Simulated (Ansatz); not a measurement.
# VNiPt in the AlB2 type: lattice stability ahead of a resistivity run

Question: is the lattice of VNiPt in the AlB2 type stable, and if so, what are its coupling constant and resistivity?

Program: Ansatz 0.2.0. Level of theory: DFT PBEsol, scalar-relativistic, plane waves, PAW; PAW set soft_1. Results are calculated unless marked as measured.

Most raw output is cut from this account.

The structure was built from a prototype and need not be the compound's stable phase.

## Step 1: The structure

It takes space group P-6m2 (No. 187, hexagonal). Conventional cell: a = 3.522 Å, b = 3.522 Å, c = 3.698 Å, α = 90.00°, β = 90.00°, γ = 120.00°. Nearest to V lie 6 Pt at 2.75 Å and 6 Ni at 2.75 Å. Nearest to Pt lie 3 Ni at 2.03 Å and 6 V at 2.75 Å. Nearest to Ni lie 3 Pt at 2.03 Å and 6 V at 2.75 Å. Farther neighbours are not listed.

## Step 2: Rough relaxation

The start is far from rest, so a relaxation with loose thresholds does the first part.

Input file input.yaml:

```yaml
crystal:
  lattice:
    - [3.52221, 0.0, 0.0]
    - [-1.76111, 3.05033, 0.0]
    - [0.0, 0.0, 3.69832]
  atoms:
    - { symbol: V, position: [0.0, 0.0, 0.0] }
    - { symbol: Pt, position: [0.33333333, 0.66666667, 0.5] }
    - { symbol: Ni, position: [0.66666667, 0.33333333, 0.5] }
kpoints:
  mp_grid: { grid: [6, 6, 6] }
hamiltonian:
  xc: pbesol
  pseudopotentials: { kind: paw, azcp: { folder: soft_1 }, xc_functional: pbe }
scf:
  occupations: { method: gaussian, width: 0.1 }
output:
  forces: true
  stress: true
  eigenvalues: true
relax:
  adjacent_minimum: "off"
  f_tol: 0.05
  max_steps: 80
  cell: { stress_tol: 0.5 }
```

Run with:

```sh
$ ansatz run input.yaml --threads 4 --pin off --max-ram 12288MiB --backend cpu --events-out ev --progress --plain --runs-dir out
```

Wall time 15 s (4 threads of Arm Neoverse V2, shared host); peak memory 0.47 GiB.

This run has no spin polarisation, although Ni and V can carry a moment.

Step by step:

```
step  energy less that of the first step (eV)  largest force component (eV/Å)  pressure (GPa)  volume (Å³)
   1                                   0.0000                          0.0000           53.92        39.73
   2                                  -1.5294                          0.0000           18.03        43.14
   3                                  -2.2943                          0.0000            6.46        43.51
   4                                  -2.8199                          0.0000            1.46        42.94
   5                                  -3.2573                          0.0000           -0.30        41.85
   6                                  -3.6961                          0.0000           -0.65        40.50
   7                                  -4.1559                          0.0000            1.02        38.99
   8                                  -4.3722                          0.0000            6.74        37.52
   9                                  -4.3854                          0.0000            2.25        38.09
  10                                  -4.3883                          0.0000           -0.01        38.34
 11*                                  -4.4957                          0.0000            4.31        38.34
  12                                  -4.5099                          0.0000            1.03        38.81
  13                                  -4.5106                          0.0000            0.02        38.97
 14*                                  -4.5110                          0.0000            0.02        38.97
```

Relaxation steps marked * repeat the geometry before them on a plane-wave basis chosen anew for their cell, so energy and pressure can jump there.

Forces are held to the 12 operations that the run works with; a distortion that breaks them can't arise in this run.

```csv
cell as run,before,after,change
a (Å),3.522,4.173,+18.5 %
b (Å),3.522,4.173,+18.5 %
c (Å),3.698,2.584,-30.1 %
volume (Å³/atom),13.24,12.99,-1.9 %
```

The relaxed structure:

```
V Pt Ni
1.0
     4.17276    0.00000    0.00000
    -2.08638    3.61372    0.00000
     0.00000    0.00000    2.58407
V Pt Ni
1 1 1
Cartesian
  0.0000 0.0000 0.0000
  0.0000 2.4091 1.2920
  2.0864 1.2046 1.2920
```

Numbers from this step:

```
pressure          : 0.01894 GPa
volume per atom   : 12.99 Å³/atom
metallic on mesh  : yes
gap on the k-mesh : 0 eV
```

The largest force is now zero by symmetry and the largest stress component 0.091 GPa.

## Step 3: Relaxing cell and atoms

The structure is brought to rest under this functional.

input.yaml, the sections that differ from step 2:

```yaml
crystal:
  lattice:
    - [4.172763839, 3.4199e-06, 0.0]
    - [-2.0863848813, 3.6137177786, 0.0]
    - [0.0, 0.0, 2.5840700088]
  atoms:
    - { symbol: V, position: [0.0, 0.0, 0.0] }
    - { symbol: Pt, position: [0.3333333333, 0.6666666667, 0.5] }
    - { symbol: Ni, position: [0.6666666667, 0.3333333333, 0.5] }
kpoints:
  mp_grid: { grid: [9, 9, 12] }
relax:
  adjacent_minimum: "off"
  f_tol: 0.005
  max_steps: 80
  cell: { stress_tol: 0.05 }
# hamiltonian, scf, output: as in step 2
```

Elapsed: 10 s, on 4 threads; peak memory 0.54 GiB.

Step by step:

| step | energy less that of the first step (eV) | largest force component (eV/Å) | pressure (GPa) | volume (Å³) |
| --- | --- | --- | --- | --- |
| 1 | 0.0000 | 0.0000 | -0.08 | 38.97 |
| 2 | -0.0002 | 0.0000 | 0.07 | 38.94 |
| 3 | -0.0002 | 0.0000 | -0.02 | 38.95 |
| 4 | -0.0002 | 0.0000 | -0.02 | 38.95 |

The log counts 1 steps on a newly chosen plane-wave basis, not all of them marked here; energy and pressure can jump at such steps.

| conventional cell, symmetrised | before | after | change |
| --- | --- | --- | --- |
| a (Å) | 4.173 | 4.176 | +0.1 % |
| b (Å) | 4.173 | 4.176 | +0.1 % |
| c (Å) | 2.584 | 2.579 | -0.2 % |
| volume (Å³/atom) | 12.99 | 12.98 | -0.0 % |

Final coordinates:

```
V Pt Ni
1.0
     4.17586    0.00000    0.00000
    -2.08793    3.61640    0.00000
     0.00000    0.00000    2.57939
V Pt Ni
1 1 1
Cartesian
  0.0000 0.0000 0.0000
  0.0000 2.4109 1.2897
  2.0879 1.2055 1.2897
```

This step gave:

```
pressure        : -0.01997 GPa
volume per atom : 12.98 Å³/atom
```

The largest force is now zero by symmetry and the largest stress component 0.023 GPa.

## Step 4: Tight relaxation

No force is left; the cell is relaxed once more with another smearing and tight thresholds.

input.yaml, the sections that differ from step 3:

```yaml
crystal:
  lattice:
    - [4.1758634113, 3.4225e-06, 0.0]
    - [-2.0879346696, 3.6164020857, 0.0]
    - [0.0, 0.0, 2.5793889622]
  atoms:
    - { symbol: V, position: [0.0, 0.0, 0.0] }
    - { symbol: Pt, position: [0.3333333333, 0.6666666667, 0.5] }
    - { symbol: Ni, position: [0.6666666667, 0.3333333333, 0.5] }
scf:
  occupations: { method: methfessel_paxton, width: 0.2 }
relax:
  adjacent_minimum: "off"
  f_tol: 0.001
  max_steps: 60
  cell: { stress_tol: 0.01 }
# kpoints, hamiltonian, output: as in step 3
```

Wall time 10 s (4 threads); peak memory 0.55 GiB; 38 s of CPU time.

Little changed from the start: no atom moved by 0.005 Å and no cell edge by 0.1 %.

This step gave:

| Property | Result |
| --- | --- |
| pressure | -9.64e-4 GPa |

The largest force is now zero by symmetry and the largest stress component 0.0026 GPa, small enough for phonons.

## Step 5: Phonons by linear response: q 2×2×2, k 4×4×6

Couplings are defined for a stable lattice alone, so phonons come first.

Input file input.yaml:

```yaml
crystal:
  lattice:
    - [4.1751311869, 3.4219e-06, 0.0]
    - [-2.0875685569, 3.6157679611, 0.0]
    - [0.0, 0.0, 2.579569226]
  atoms:
    - { symbol: V, position: [0.0, 0.0, 0.0] }
    - { symbol: Pt, position: [0.3333333333, 0.6666666667, 0.5] }
    - { symbol: Ni, position: [0.6666666667, 0.3333333333, 0.5] }
kpoints:
  mp_grid: { grid: [4, 4, 6] }
hamiltonian:
  xc: pbesol
  pseudopotentials: { kind: paw, azcp: { folder: soft_1 }, xc_functional: pbe }
scf:
  occupations: { method: methfessel_paxton, width: 0.2 }
output:
  eigenvalues: true
phonons:
  method: dfpt
  qmesh: [2, 2, 2]
  temperatures: { t_max: 1000, t_step: 50 }
  qpath:
    path:
      - [[0.0, 0.0, 0.0], [0.5, 0.0, 0.0], [0.33333333, 0.33333333, 0.0], [0.0, 0.0, 0.0], [0.0, 0.0, 0.5], [0.5, 0.0, 0.5], [0.33333333, 0.33333333, 0.5], [0.0, 0.0, 0.5]]
      - [[0.5, 0.0, 0.5], [0.5, 0.0, 0.0]]
      - [[0.33333333, 0.33333333, 0.5], [0.33333333, 0.33333333, 0.0]]
    npoints: 10
```

Elapsed: 35 s, on 4 threads; peak memory 0.61 GiB; 2.2 min of CPU time.

Numbers from this step:

| Quantity | Value |
| --- | --- |
| share of imaginary modes in the plain interpolation between solved wavevectors | 0.0772 |
| highest frequency, solved or plainly interpolated | 287.9 cm⁻¹ |

Solved on the 2×2×2 mesh alone; all other wavevectors are interpolated. Phonon branches along the path, in cm⁻¹:

```csv
point,branch 1,branch 2,branch 3,branch 4,branch 5,branch 6,branch 7,branch 8,branch 9
Γ,-16,0,0,0,169,195,195,267,267
halfway,11,23,28,91,167,176,177,260,276
M,21,33,41,125,159,164,173,245,284
halfway,20,24,42,124,160,164,177,244,282
K,-12,26,44,123,160,163,184,242,281
halfway,15,21,32,102,166,172,174,259,277
Γ,-16,0,0,0,169,195,195,267,267
halfway,-75,-75,110,122,122,151,188,270,270
A,-162,-162,82,82,158,186,229,274,274
halfway,-150,-34,69,103,158,210,235,264,281
L,-138,54,127,155,158,231,241,252,288
halfway,-108,37,123,137,171,233,243,250,288
H,13,53,55,146,175,236,244,247,288
halfway,-138,45,61,111,160,216,237,261,282
A,-162,-162,82,82,158,186,229,274,274
jump to L,-138,54,127,155,158,231,241,252,288
halfway,-37,44,117,130,157,186,201,248,286
M,21,33,41,125,159,164,173,245,284
jump to H,13,53,55,146,175,236,244,247,288
halfway,4,74,93,135,169,191,203,244,284
K,-12,26,44,123,160,163,184,242,281
```

Lowest modes at the softest wavevector of the mesh. The modes at q = (0.000, 0.000, 0.500) (shares of kinetic energy by element, %) (negative means imaginary):

| mode | frequency (cm⁻¹) | V % | Pt % | Ni % |
| --- | --- | --- | --- | --- |
| 1 | -162.0 | 100 | 0 | 0 |
| 2 | -162.0 | 100 | 0 | 0 |
| 3 | 81.7 | 0 | 81 | 19 |
| 4 | 81.7 | 0 | 81 | 19 |
| 5 | 158.1 | 0 | 2 | 98 |
| 6 | 186.0 | 100 | 0 | 0 |

Displacements in mode 1 (-162.0 cm⁻¹), the largest set to 1, in the home cell:
```
V1  -0.38  1.00  0.00
Pt2  0.00  0.00  0.00
Ni3  0.00  0.00  0.00
```

Displacements in mode 6 (186.0 cm⁻¹), the largest set to 1, in the home cell:
```
V1  0.00 0.00 1.00
Pt2 0.00 0.00 0.00
Ni3 0.00 0.00 0.00
```

Among the solved wavevectors the lowest mode, translations apart, is -162 cm⁻¹, imaginary.

## Step 6: Lattice stability: q 3×3×3, k 6×6×9

An imaginary mode on so few k-points may come from the sampling, so the phonons are repeated with another q and k mesh.

input.yaml, as its differences from that of step 5:

```diff
@@ -10,3 +10,3 @@
 kpoints:
-  mp_grid: { grid: [4, 4, 6] }
+  mp_grid: { grid: [6, 6, 9] }
 hamiltonian:
@@ -20,3 +20,3 @@
   method: dfpt
-  qmesh: [2, 2, 2]
+  qmesh: [3, 3, 3]
   temperatures: { t_max: 1000, t_step: 50 }
```

It took 3.7 min on 4 threads; peak memory 1.4 GiB.

Numbers from this step:

- share of imaginary modes in the plain interpolation between solved wavevectors: 0.0667
- highest frequency, solved or plainly interpolated: 288.8 cm⁻¹

Solved on the 3×3×3 mesh alone; all other wavevectors are interpolated. Phonon branches along the path, in cm⁻¹:

```
    point  branch 1  branch 2  branch 3  branch 4  branch 5  branch 6  branch 7  branch 8  branch 9
        Γ         0         0         0        45       188       188       190       273       273
  halfway        29        32        54       100       167       173       185       262       281
        M        47        53        55        85       167       174       174       252       289
  halfway       -23        48        53        95       159       172       184       255       288
        K       -51        46        54        95       148       177       191       256       289
  halfway        -5        37        54       113       164       172       180       262       282
        Γ         0         0         0        45       188       188       190       273       273
  halfway        28        28       102       131       160       160       174       274       274
        A       -79        55        55       118       118       169       234       274       274
  halfway       -44        30       102       120       143       172       241       257       277
        L       -27        49        90       137       149       180       244       248       282
  halfway       -61        50       115       118       142       191       243       248       281
        H       -73        58        83       135       143       197       241       248       281
  halfway       -39        40       104       128       130       181       243       254       278
        A       -79        55        55       118       118       169       234       274       274
jump to L       -27        49        90       137       149       180       244       248       282
  halfway        34        51       113       145       150       164       195       249       284
        M        47        53        55        85       167       174       174       252       289
jump to H       -73        58        83       135       143       197       241       248       281
  halfway       -62        76       101       134       161       179       188       247       285
        K       -51        46        54        95       148       177       191       256       289
```

Lowest modes at the softest wavevector of the mesh. The modes at q = (-0.333, -0.333, -0.333) (shares of kinetic energy by element, %) (negative means imaginary):

```csv
mode,frequency (cm⁻¹),V %,Pt %,Ni %
1,-67.6,1,73,27
2,80.6,64,8,28
3,84.9,86,14,1
4,139.7,0,83,17
5,152.0,99,0,1
6,183.8,36,9,55
```

Displacements in mode 1 (-67.6 cm⁻¹), the largest set to 1, in the home cell (x, y, z of the real part, then of the imaginary part):
```
V1   0.00  0.00 -0.28  0.00  0.00  0.00
Pt2 -0.45 -0.79  0.00  0.79 -0.45  0.00
Ni3  0.50  0.87  0.00  0.87 -0.50  0.00
```

Displacements in mode 4 (139.7 cm⁻¹), the largest set to 1, in the home cell (x, y, z of the real part, then of the imaginary part):
```
V1   0.05  0.09  0.00 -0.09  0.05  0.00
Pt2 -0.43 -0.75  0.00 -0.75  0.43  0.00
Ni3  0.00  0.00  1.00  0.00  0.00  0.00
```

The modes has structure finer than the step of the table below, so its rows give means over 10 cm⁻¹, whole bins alone (the curve runs from -87.8 to 308 cm⁻¹). Peaks (cm⁻¹: height): Ni 56.4: 0.0135, 175.7: 0.0141, 252.8: 0.0436, 282.6: 0.0591; Pt 29.0: 0.0146, 58.9: 0.0126, 76.3: 0.0136, 111.1: 0.0205, 178.2: 0.0112, 245.3: 0.0138, 282.6: 0.0193; V 168.2: 0.0575.

Phonopy on the run's constants, 15x15x21 mesh, Gaussian sigma 2.8 cm⁻¹. Table of modes by wavenumber; means over each step; values in 1/cm⁻¹/cell:

```
wavenumber (cm⁻¹)       Ni       Pt        V
              -80   4.3e-5   1.3e-4   4.3e-4
              -70   8.4e-4  0.00242  0.00112
              -60  0.00188  0.00544   9.0e-4
              -50  0.00271  0.00790  0.00136
              -40  0.00267  0.00796  0.00105
              -30  0.00228  0.00706   9.2e-4
              -20  0.00162  0.00515   8.9e-4
              -10  0.00107  0.00325   3.8e-4
                0   5.3e-4  0.00159   1.9e-4
               10  0.00141  0.00453   7.1e-4
               20  0.00256  0.00846  0.00134
               30  0.00391   0.0133  0.00191
               40  0.00364   0.0120  0.00236
               50  0.00841   0.0102  0.00529
               60   0.0113   0.0109  0.00897
               70  0.00906  0.00982   0.0102
               80  0.00605  0.00920  0.00797
               90  0.00592  0.00879  0.00833
              100  0.00714   0.0148   0.0123
              110  0.00840   0.0182   0.0145
              120  0.00583   0.0119   0.0131
              130  0.00621   0.0100   0.0169
              140  0.00520  0.00739   0.0235
              150  0.00399  0.00470   0.0277
              160  0.00587  0.00345   0.0356
              170   0.0127  0.00830   0.0517
              180   0.0121   0.0106   0.0325
              190  0.00552  0.00595  0.00835
              200   1.0e-3  0.00503  0.00148
              210   2.4e-4  0.00412   6.8e-4
              220   4.2e-4  0.00645   8.9e-4
              230   7.8e-4  0.00838   8.2e-4
              240  0.00915   0.0114  0.00121
              250   0.0384   0.0100  0.00229
              260   0.0254  0.00474  0.00124
              270   0.0177  0.00446   1.8e-4
              280   0.0510   0.0159   4.8e-4
              290   0.0172  0.00600   3.2e-4
              300   6.2e-5   2.2e-5   1.2e-6
```

No LO-TO term; unit eigenvectors of the mass-weighted matrix. Modes at Γ, with each element's share of the kinetic energy:

```csv
mode,frequency (cm⁻¹),symmetry,V %,Pt %,Ni %
1,0.0,unnamed,17,64,19
2,0.0,unnamed,17,64,19
3,0.0,unnamed,17,64,19
4,45.2,A2'',3,29,68
5,188.2,E',83,16,1
6,188.2,E',83,16,1
7,190.2,A2'',80,7,13
8,273.2,E',1,20,79
9,273.2,E',1,20,79
```

Displacements in mode 4 (45.2 cm⁻¹), the largest set to 1:
```
V1   0.00  0.00  0.23
Pt2  0.00  0.00 -0.36
Ni3  0.00  0.00  1.00
```

Displacements in mode 6 (188.2 cm⁻¹), the largest set to 1:
```
V1  -0.36  1.00  0.00
Pt2  0.08 -0.22  0.00
Ni3  0.04 -0.12  0.00
```

Among the solved wavevectors the lowest mode, translations apart, is -67.6 cm⁻¹, imaginary.

## Step 7: Coupling and resistivity: q 3×3×3, k 6×6×9, scattering 12×12×12

Phonons, couplings and the Boltzmann equation in one run.

input.yaml, as its differences from that of step 6:

```diff
@@ -28 +28,4 @@
     npoints: 10
+  electrical_resistivity:
+    mesh: [12, 12, 12]
+    temperatures: [20.0, 50.0, 77.0, 100.0, 150.0, 200.0, 300.0, 400.0, 600.0, 800.0]
```

Run time: 4.7 min. Hardware: 4 threads; peak memory 1.4 GiB.

The run ended with an error.

The program's message: “electrical resistivity: the mode of lowest frequency at the wavevector [0.0000, 0.0000, -0.5000] is imaginary, -78.99 cm⁻¹ (written negative): the force constants describe an unstable lattice; relax t …”

The run stops because a mode is imaginary on the scattering mesh, where no scattering rate is defined; denser k meshes, other smearings and, between solved wavevectors, finer q meshes show whether the instability is real.

## Step 8: What came out

* phonon run of the rows without a label of their own: PBEsol, q 3×3×3, k 6×6×9
* softest mode on the q mesh: -67.6 cm⁻¹ at q = (-0.333, -0.333, -0.333)
* highest frequency, solved or plainly interpolated: 289 cm⁻¹

**Reading.** The lattice is dynamically unstable at this level: a mode at q = (-0.333, -0.333, -0.333) is imaginary, 67.6i cm⁻¹, so no harmonic coupling constant or resistivity is defined for this structure. These meshes are coarse, and single modes of a metal can move by tens of cm⁻¹ with the k mesh. The coarser mesh found an imaginary mode at another wavevector, which this mesh lacks. Spin–orbit coupling, left out here, matters for Pt. The phonon runs are not spin-polarised. The PAW files were made for PBE; under other functionals the run regenerates their frozen core. The structure was built by hand as an ordered model, and its stability against other phases was not tested.

[Logs are printed without paths, hosts, clocks, repeated set-up lines and the standing remarks that a program may print on its own settings, such as how far it seeks lower states.]

[Hosts, paths, dates, database ids (printed as entryN), source tags and the programs' standing remarks are cut or masked in the printed files.]
